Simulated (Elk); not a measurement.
## Collinear magnetic orders of AlNi3 with Elk

A self-consistent run ends on one state, which hangs on the start. Several orders of AlNi3 are started in Elk and their energies compared.

Calculated with Elk 11.2.3 (patched build); PBE; all-electron APW+lo, Dirac cores, scalar-relativistic bands.

This is a report of a sequence of runs, with most program output left out.

**1. The starting structure**

It takes space group Pm-3m (No. 221, cubic). The conventional cell has a = 3.523 Å, b = 3.523 Å, c = 3.523 Å, α = 90.00°, β = 90.00°, γ = 90.00°. Al has 12 Ni at 2.49 Å nearest. Nearest to Ni lie 4 Al at 2.49 Å and 8 Ni at 2.49 Å. Farther neighbours are not listed.

The cell comes from a database of computed structures and need not be the stable phase.

**2. Start 1: ferro +++**

Parallel moments need no larger cell; this start tests for a ferromagnetic state only.

Moments are seeded by fields in the spheres (the last three columns under atoms), set against the wanted direction and reduced each loop.

Input file elk.in:

```
tasks
  0
  33
  73

xctype
  20

rgkmax
  7.0

nempty
  8

swidth
  0.001837

reducebf
  0.5

epsengy
  1e-05

maxscl
  100

lmaxi
  3

spinpol
  .true.

sppath
  './'

avec
  6.65760855553 0.00000000000 0.00000000000
  0.00000000000 6.65760855553 0.00000000000
  0.00000000000 0.00000000000 6.65760855553

atoms
  2
  'Al.in'
  1
  0.0000000000 0.0000000000 0.0000000000   0.000000 0.000000 0.000000
  'Ni.in'
  3
  0.0000000000 0.5000000000 0.5000000000   0.000000 0.000000 -0.050000
  0.5000000000 0.0000000000 0.5000000000   0.000000 0.000000 -0.050000
  0.5000000000 0.5000000000 0.0000000000   0.000000 0.000000 -0.050000

ngridk
  10 10 10

plot3d
  0 0 0
  1 0 0
  0 1 0
  0 0 1
  18 18 18
```

Launch:

```bash
$ OMP_NUM_THREADS=4 elk
```

It took 2.5 min on 4 threads of Arm Neoverse V2, shared host; peak memory 0.44 GiB; 9.7 min of CPU time.

Spin moment in the muffin-tin sphere by atom:

| atom | spin moment in the muffin-tin sphere (μB) |
| --- | --- |
| Al1 | -0.017 |
| Ni2 | 0.251 |
| Ni3 | 0.251 |
| Ni4 | 0.251 |

Read from the output:

```
density of states at the Fermi level : 3.353 states/eV/cell
moment between the spheres           : -0.04242 μB
magnetization                        : 0.6939 μB
final state                          : ferromagnetic
```

After 18 cycles the largest moment stands at 0.251 μB.

**3. Run 2 (antiferro q=(0,0,1/2) +-+-+-)**

An opposed order shows whether the pairs that it reverses prefer unlike signs.

This order needs a doubled cell of 8 atoms. Its mesh is chosen so that both cells sample the same points.

Input file elk.in:

```
tasks
  0

xctype
  20

rgkmax
  7.0

nempty
  8

swidth
  0.001837

reducebf
  0.5

epsengy
  1e-05

maxscl
  100

lmaxi
  3

spinpol
  .true.

sppath
  './'

avec
  6.65760855553 0.00000000000 0.00000000000
  0.00000000000 6.65760855553 0.00000000000
  0.00000000000 0.00000000000 13.31521711106

atoms
  2
  'Al.in'
  2
  0.0000000000 0.0000000000 0.0000000000   0.000000 0.000000 0.000000
  0.0000000000 0.0000000000 0.5000000000   0.000000 0.000000 0.000000
  'Ni.in'
  6
  0.0000000000 0.5000000000 0.2500000000   0.000000 0.000000 -0.050000
  0.0000000000 0.5000000000 0.7500000000   0.000000 0.000000 0.050000
  0.5000000000 0.0000000000 0.2500000000   0.000000 0.000000 -0.050000
  0.5000000000 0.0000000000 0.7500000000   0.000000 0.000000 0.050000
  0.5000000000 0.5000000000 0.0000000000   0.000000 0.000000 -0.050000
  0.5000000000 0.5000000000 0.5000000000   0.000000 0.000000 0.050000

ngridk
  10 10 5
```

Launch:

```bash
$ OMP_NUM_THREADS=4 elk
```

It took 68 min on 4 threads; peak memory 0.8 GiB; 4.4 h of CPU time.

The moments died away, and this build then starts once more from a stronger push, within the same count of loops. That gave no lower state.

The spin moment in the muffin-tin sphere vanishes on all atoms.

Read from the output:

* final state: non-magnetic

It lies 2.99 meV a seeded atom over the first start.

**4. Start 3: no spin polarisation**

This run holds no moments, which gives a state to set the others against.

Input file elk.in:

```
tasks
  0

xctype
  20

rgkmax
  7.0

nempty
  8

swidth
  0.001837

epsengy
  1e-05

maxscl
  100

lmaxi
  3

sppath
  './'

avec
  6.65760855553 0.00000000000 0.00000000000
  0.00000000000 6.65760855553 0.00000000000
  0.00000000000 0.00000000000 6.65760855553

atoms
  2
  'Al.in'
  1
  0.0000000000 0.0000000000 0.0000000000   0.000000 0.000000 0.000000
  'Ni.in'
  3
  0.0000000000 0.5000000000 0.5000000000   0.000000 0.000000 0.000000
  0.5000000000 0.0000000000 0.5000000000   0.000000 0.000000 0.000000
  0.5000000000 0.5000000000 0.0000000000   0.000000 0.000000 0.000000

ngridk
  10 10 10
```

Launch:

```bash
$ OMP_NUM_THREADS=4 elk
```

The job ended after 17 s (4 threads; peak memory 0.15 GiB; 65 s of CPU time).

Numbers from this step:

```yaml
density_of_states_at_the_fermi_level: 5.238 states/eV/cell
final_state: non-magnetic (no spin polarisation)
```

It lies 2.97 meV a seeded atom over the first start.

**5. The states side by side**

These are free energies at a smearing of 0.05 eV, so its entropy term is in the differences. They are divided by the number of seeded atoms, so that cells of unlike size compare. Wavevectors q in the names are fractions of the reciprocal vectors of the first run's cell.

Orders:

| start | final state | typed order kept | energy over the lowest (meV a seeded atom) | largest sphere moment (μB) | net moment (μB a primitive cell) | DOS at the Fermi level (states/eV a primitive cell) | mesh matched | CPU time (s) |
| --- | --- | --- | --- | --- | --- | --- | --- | --- |
| ferro +++ | ferromagnetic | yes | 0 | 0.2511 | 0.6939 | 3.353 | yes | 584.4 |
| antiferro q=(0,0,1/2) +-+-+- | non-magnetic | no | 2.988 | 0 | 0 | 5.238 | yes | 15966 |
| no spin polarisation | non-magnetic | - | 2.969 | 0 | 0 | 5.238 | yes | 65 |

**6. Summary of results**

- lowest state found: ferromagnetic (typed ferro +++)
- largest site moment: 0.251 μB
- next state: non-magnetic, 2.97 meV a seeded atom higher
- energy gained by spin polarisation: 2.97 meV a seeded atom

What this shows: The lowest state found is ferromagnetic, reached from the start ferro +++, with moments up to 0.251 μB. The two lowest states lie so close that the mesh, the functional or spin–orbit coupling could swap them. Spin polarisation gains little. 1 start left the typed pattern (a sign turned or a seeded moment died), so such an energy belongs to the state reached, not the one typed. This is the lowest of 3 finished starts, no proof of the ground state.

[Logs and program files are shortened in this print: banners, set-up blocks, solver, clock and traceback lines can be left out without a mark of their own.]

[Logs are printed without paths, hosts, clocks, repeated set-up lines and the standing remarks that a program may print on its own settings, such as how far it seeks lower states.]

[Hosts, paths, dates, database ids (printed as entryN), source tags and the programs' standing remarks are cut or masked in the printed files.]

[Where a cell is said to come from a database of computed structures, the database is the Materials Project.]
